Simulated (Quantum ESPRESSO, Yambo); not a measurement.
# A GW chain in Yambo: PtSe2 (1T monolayer), part 2 of 3

Aim: the G0W0 gap of PtSe2 (1T monolayer) on PBE, step by step.

Quantum ESPRESSO 7.5 and Yambo 5.3.0; PBE and many-body steps on it, plane waves. Known limits of the many-body steps: not at the basis limit; no spin polarisation; d states lean on the start; no spin-orbit coupling.

So far. Step 2 (Ground state): The gap is indirect, with the least direct gap 0.10 eV higher. Step 3 (Bands along the symmetry lines): The gap is 1.408 eV, +0.012 eV from the run before at this level.

## Step 4: Empty states on the mesh, 6×6×1 mesh, 118 bands

Level of this step: DFT, PBE, plane waves, norm-conserving pseudopotentials (Quantum ESPRESSO).

The sums over transitions need many empty states on a uniform mesh; this step solves for them.

Contents of pw.in:

```
&control
  calculation = 'nscf'
  prefix = 'x'
  outdir = 'o'
  pseudo_dir = 'pseudo'
/
&system
  ibrav = 0
  nat = 3
  ntyp = 2
  ecutwfc = 104.0
  nbnd = 118
  force_symmorphic = .true.
/
&electrons
  conv_thr = 1e-9
  electron_maxstep = 80
  diago_full_acc = .true.
  diago_thr_init = 5e-6
/
ATOMIC_SPECIES
  Pt 195.08 Pt.upf
  Se 78.971 Se.upf
CELL_PARAMETERS angstrom
  3.7512086967 -0.0000000002 0.0000000000
  -1.8756043482 3.2486420263 0.0000000000
  0.0000000000 0.0000000000 15.0000000000
ATOMIC_POSITIONS crystal
  Pt 0.0000000000 0.0000000000 0.5000000000
  Se 0.3333333333 0.6666666667 0.5869754134
  Se 0.6666666667 0.3333333333 0.4130245866
K_POINTS automatic
  6 6 1 0 0 0
```

Run with:

```
$ OMP_NUM_THREADS=1 mpirun -n 8 pw.x -nk 4 -in pw.in > pw.out
```

The program printed:

```text
[banner, memory and clock lines left out]
Program PWSCF v.7.5 starts

     Atomic positions and unit cell read from directory:
     o/x.save/

     Message from routine setup:
     using ibrav=0 with symmetry is DISCOURAGED, use correct ibrav instead

     bravais-lattice index     =            0
     lattice parameter (alat)  =       7.0888  a.u.
     unit-cell volume          =    1233.5619 (a.u.)^3
     number of atoms/cell      =            3
     number of atomic types    =            2
     number of electrons       =        66.00
     number of Kohn-Sham states=          118
     kinetic-energy cutoff     =     104.0000  Ry
     charge density cutoff     =     416.0000  Ry
     Exchange-correlation= PBE
                           (   1   4   3   4   0   0   0)

     celldm(1)=   7.088757  celldm(2)=   0.000000  celldm(3)=   0.000000
     celldm(4)=   0.000000  celldm(5)=   0.000000  celldm(6)=   0.000000

     crystal axes: (cart. coord. in units of alat)
               a(1) = (   1.000000  -0.000000   0.000000 )
               a(2) = (  -0.500000   0.866025   0.000000 )
               a(3) = (   0.000000   0.000000   3.998711 )

     reciprocal axes: (cart. coord. in units 2 pi/alat)
               b(1) = (  1.000000  0.577350 -0.000000 )
               b(2) = (  0.000000  1.154701 -0.000000 )
               b(3) = ( -0.000000 -0.000000  0.250081 )
     Pseudo is Norm-conserving + core correction, Zval = 18.0
     Generated using ONCVPSP code by D. R. Hamann
     Using radial grid of 1374 points,  8 beta functions with:
     Pseudo is Norm-conserving + core correction, Zval = 24.0
     Generated using ONCVPSP code by D. R. Hamann
     Using radial grid of 1214 points,  6 beta functions with:
     Pt               18.00   195.08000     Pt( 1.00)
     Se               24.00    78.97100     Se( 1.00)

     12 Sym. Ops., with inversion, found

   Cartesian axes

     site n.     atom                  positions (alat units)
         1        Pt     tau(   1) = (   0.0000000   0.0000000   1.9993556  )
         2        Se     tau(   2) = (  -0.0000000   0.5773503   2.3471451  )
         3        Se     tau(   3) = (   0.5000000   0.2886751   1.6515660  )

     number of k points=     7
                       cart. coord. in units 2pi/alat
        k(    1) = (   0.0000000   0.0000000   0.0000000), wk =   0.0555556
        k(    2) = (   0.0000000   0.1924501   0.0000000), wk =   0.3333333
        k(    3) = (   0.0000000   0.3849002   0.0000000), wk =   0.3333333
        k(    4) = (  -0.0000000  -0.5773503   0.0000000), wk =   0.1666667
        k(    5) = (   0.1666667   0.2886751   0.0000000), wk =   0.3333333
        k(    6) = (   0.1666667   0.4811252   0.0000000), wk =   0.6666667
        k(    7) = (   0.3333333   0.5773503   0.0000000), wk =   0.1111111

     Dense  grid:   176333 G-vectors     FFT dimensions: (  48,  48, 192)

     The potential is recalculated from file :
     o/x.save/charge-density

     Starting wfcs are   36 randomized atomic wfcs +   82 random wfcs

     Band Structure Calculation

     End of band structure calculation

          k = 0.0000 0.0000 0.0000 ( 22125 PWs)   bands (ev):

  -207.1274-207.1274-146.6148-146.6148-146.6148-146.6148-146.5688-146.5688
   -97.9356 -52.0851 -52.0851 -52.0080 -46.7891 -46.7891 -46.7876 -46.7876
   -46.7472 -46.7472 -46.7445 -46.7445 -46.7318 -46.7314 -13.3340 -11.5590
    -4.4339  -4.4339  -4.3839  -2.1850  -2.1850  -0.6046   0.0281   0.5605
[...]
[... 3 further rows ...]
[...]
34.5641  34.5641  34.9211  35.0353  35.4537  35.8337

          k = 0.0000 0.1925 0.0000 ( 22126 PWs)   bands (ev):

  -207.1274-207.1274-146.6148-146.6148-146.6148-146.6148-146.5688-146.5688
[...]
[... 3 further rows ...]
[...]
34.7569  34.9393  35.2392  35.5392  35.9117  35.9877

          k = 0.0000 0.3849 0.0000 ( 22140 PWs)   bands (ev):

  -207.1274-207.1274-146.6148-146.6148-146.6148-146.6148-146.5688-146.5688
[...]
22.3277  23.0742  23.2370  23.3912  23.7947  23.9118  24.5078  24.5459
     [... 3 further rows ...]
    32.6322  32.8113  33.3457  33.4161  33.7411  33.7610  34.1367  34.3648
    34.6105  34.7075  34.7136  35.0110  35.5879  35.6873

          k =-0.0000-0.5774 0.0000 ( 21988 PWs)   bands (ev):

     [... further k-points ...]

     highest occupied, lowest unoccupied level (ev):     0.5608    2.2323

     XML data file, pseudopotentials, collected wavefunctions
```

It took 31 s on 8 MPI ranks of Arm Neoverse V1, shared host; peak memory 1.4 GiB; 4.1 min of CPU time.

Numbers from this step:

```
gap                                                           : 1.671 eV
k of the valence top                                          : 0.1667, 0.1667, 0
k of the conduction bottom                                    : 0, 0.1667, 0
least direct gap                                              : 1.743 eV
k points computed                                             : 7
lowest point of the top converged band, above the valence top : 34.85 eV
```

On this mesh the gap is 1.671 eV. The earlier step found 1.396 eV, so this mesh misses an edge.

## Step 5: Conversion and set-up

This step: Yambo 5.3.0; conversion and set-up on PBE, plane waves, norm-conserving pseudopotentials.

The states are converted to the many-body program's format and the q mesh is built.

Run with:

```
$ (cd o/x.save; p2y > p2y.log; mv SAVE ../..); yambo > setup.log
```

The program printed:

```text
 Yambo, version 5.3.0

 [02] CORE Variables Setup
 =========================

  [02.01] Unit cells
  ==================

  Cell kind             :  HCP
  Atoms in the cell     :  Pt  Se
  number of Pt atoms    :  1
  number of Se atoms    :  2

  List of atomic masses
  Mass of Pt    :  195.0800
  Mass of Se    :  78.97100

  List of atomic coordinates    : [cc]
  Pt1       :   0.00000   0.00000  14.17295  order 1
  Se1       : -0.16547E-09   4.0927       16.638      order 2
  Se2       :   3.54438   2.04635  11.70755  order 3

  Alat factors          :   7.08876   6.13904  28.34589 [a.u.]
  Direct lattice volume :   1233.56    [a.u.]
  Direct lattice vectors:  A[ 1 ]  A[ 2 ]  A[ 3 ]
   A[ 1 ]:   1.0000     -0.61564E-10   0.0000      [iru]
    7.0888     -0.37795E-09   0.0000      [cc]
   A[ 2 ]: -0.500000  1.000000  0.000000  [iru]
  -3.544379  6.139044  0.000000  [cc]
   A[ 3 ]:  0.000000  0.000000  1.000000  [iru]
    0.00000   0.00000  28.34589  [cc]

  Recip. lattice volume :  0.201085 [a.u.]
  Recip. lattice vectors:  B[ 1 ]  B[ 2 ]  B[ 3 ]
   B[ 1 ]:  1.000000  0.500000  0.000000  [iku]
   0.886359  0.511740 -0.000000  [cc]
   B[ 2 ]:  0.61564E-10   1.0000       0.0000      [iku]
   0.54568E-10   1.0235      -0.0000      [cc]
   B[ 3 ]:  0.000000  0.000000  1.000000  [iku]
  -0.000000 -0.000000  0.221661  [cc]

  [02.02] Symmetries
  ==================

  Inversion symmetry    : yes
  Spatial inversion     : yes
  Inversion index       :   7
  K-space Time-reversal : no
  Magnetic symmetries   : no
  Group table correct   : yes
  Symmetries units      :  [cc]

   [S  1]:   1.0000     -0.24280E-26   0.0000     -0.16580E-16   1.0000       0.0000       0.0000       0.0000       1.0000
   [S  2]:   1.0000     -0.10663E-09   0.0000     -0.92346E-10  -1.0000       0.0000       0.0000       0.0000      -1.0000
   [S  3]: -0.500000  0.866025  0.000000 -0.866025 -0.500000  0.000000  0.000000  0.000000  1.000000
[...]
[S 11]:  0.500000  0.866025  0.000000  0.866025 -0.500000  0.000000  0.000000  0.000000  1.000000
   [S 12]:  0.500000 -0.866025  0.000000 -0.866025 -0.500000  0.000000  0.000000  0.000000  1.000000

  [02.03] Reciprocal space
  ========================

  nG shells         :   7736
  nG charge         :  176333
  nG WFs            :  25883
  nC WFs            :  22140
  G-vecs. in first 80 shells:  [ Number ]
     1    3    5    7    9   15   27   29   41
    53   55   67   79   81   93   99  101  113
   125  137  149  161  163  169  181  193  205
[...]
787   811   823   835   847   871   883   889
  ...
  Shell energy in first 80 shells:  [ mHa ]
[...]
4543.85      4550.69      4551.71      4675.55      4713.80      4738.36      4812.06      4815.10      4870.06
    4934.90      5067.61      5106.87      5108.89      5238.56      5327.97      5338.86      5527.54      5598.20
[...]
K/Q-points units:
  rlu = crystal or reduced units; cc = cartesian coordinates; iku = interal k-units

  K [1]          [rlu]:  0.000000  0.000000  0.000000
         WF components:  22125
  K [2]          [rlu]:  0.41404E-26  0.16667       0.0000
         WF components:  22126
  K [3]          [rlu]: -0.14126E-26  0.33333       0.0000
         WF components:  22140
  K [4]          [rlu]:  0.21729E-26 -0.50000       0.0000
         WF components:  21988
  K [5]          [rlu]:  0.166667  0.166667  0.000000
         WF components:  22093
  K [6]          [rlu]:  0.166667  0.333333  0.000000
         WF components:  22052
  K [7]          [rlu]:  0.333333  0.333333  0.000000
         WF components:  22038

  [02.05] Energies & Occupations
  ==============================

  [X] === General ===
  [X] Electronic Temperature                        :  0.000000  0.000000 [eV K]
  [X] Bosonic    Temperature                        :  0.000000  0.000000 [eV K]
  [X] Finite Temperature mode                       : no
  [X] El. density                                   :  0.36106E+24 [cm-3]
  [X] Fermi Level                                   :  0.560800 [eV]

  [X] === Gaps and Widths ===
  [X] Conduction Band Min                           :  1.671470 [eV]
  [X] Valence Band Max                              :  0.000000 [eV]
  [X] Filled Bands                                  :   33
  [X] Empty Bands                                   :   34  118
  [X] Direct Gap                                    :  1.742775 [eV]
  [X] Direct Gap localized at k                     :  2
  [X] Indirect Gap                                  :  1.671470 [eV]
  [X] Indirect Gap between kpts                     :   5   2
  [X] Last valence band width                       :  1.322094 [eV]
  [X] 1st conduction band width                     :  1.289814 [eV]

  E @ K [1]:  [eV]
  -207.6882 -207.6882 -147.1756 -147.1756 -147.1756 -147.1756 -147.1296 -147.1295
[...]
occ @ K [1]
[...]
E @ K [2]:  [eV]
[...]
occ @ K [2]
[...]
E @ K [3]:  [eV]
[...]
occ @ K [3]
[...]
E @ K [4]:  [eV]
[...]
occ @ K [4]
[...]
E @ K [5]:  [eV]
[...]
occ @ K [5]
[...]
E @ K [6]:  [eV]
[...]
occ @ K [6]
[...]
E @ K [7]:  [eV]
[...]
occ @ K [7]
[...]
0.000000  0.000000  0.000000  0.000000  0.000000  0.000000  0.000000  0.000000
   0.000000  0.000000  0.000000  0.000000  0.000000  0.000000  0.000000  0.000000

 [03] Transferred momenta grid and indexing
 ==========================================

 IBZ Q-points                                      :   7
 BZ  Q-points                                      :   36

 K/Q-points units:
 rlu = crystal or reduced units; cc = cartesian coordinates; iku = interal k-units

 Q [1]          [rlu]:  0.000000  0.000000  0.000000
 Q [2]          [rlu]: -0.31909E-17  0.16667       0.0000
 Q [3]          [rlu]: -0.63818E-17  0.33333       0.0000
 Q [4]          [rlu]:  0.95727E-17 -0.50000       0.0000
 Q [5]          [rlu]:  0.166667  0.166667  0.000000
 Q [6]          [rlu]:  0.166667  0.333333  0.000000
 Q [7]          [rlu]:  0.333333  0.333333  0.000000

  [03.01] X indexes
  =================

   [03.01.01] Sigma indexes
   ========================

 [06] Game Over & Game summary
```

Wall time 4 s (1 MPI rank); peak memory 0.27 GiB.

(Continued in part 3 of 3.)

[Paths, hosts, dates, memory and timing lines, banners, echoed tables and standing remarks are left out of the program output.]

[Logs are printed without paths, hosts, clocks, repeated set-up lines and the standing remarks that a program may print on its own settings, such as how far it seeks lower states.]

[Runs of the session that timed out or met a known fault of the program may be left out.]

[Hosts, paths, dates, database ids (printed as entryN), source tags and the programs' standing remarks are cut or masked in the printed files.]
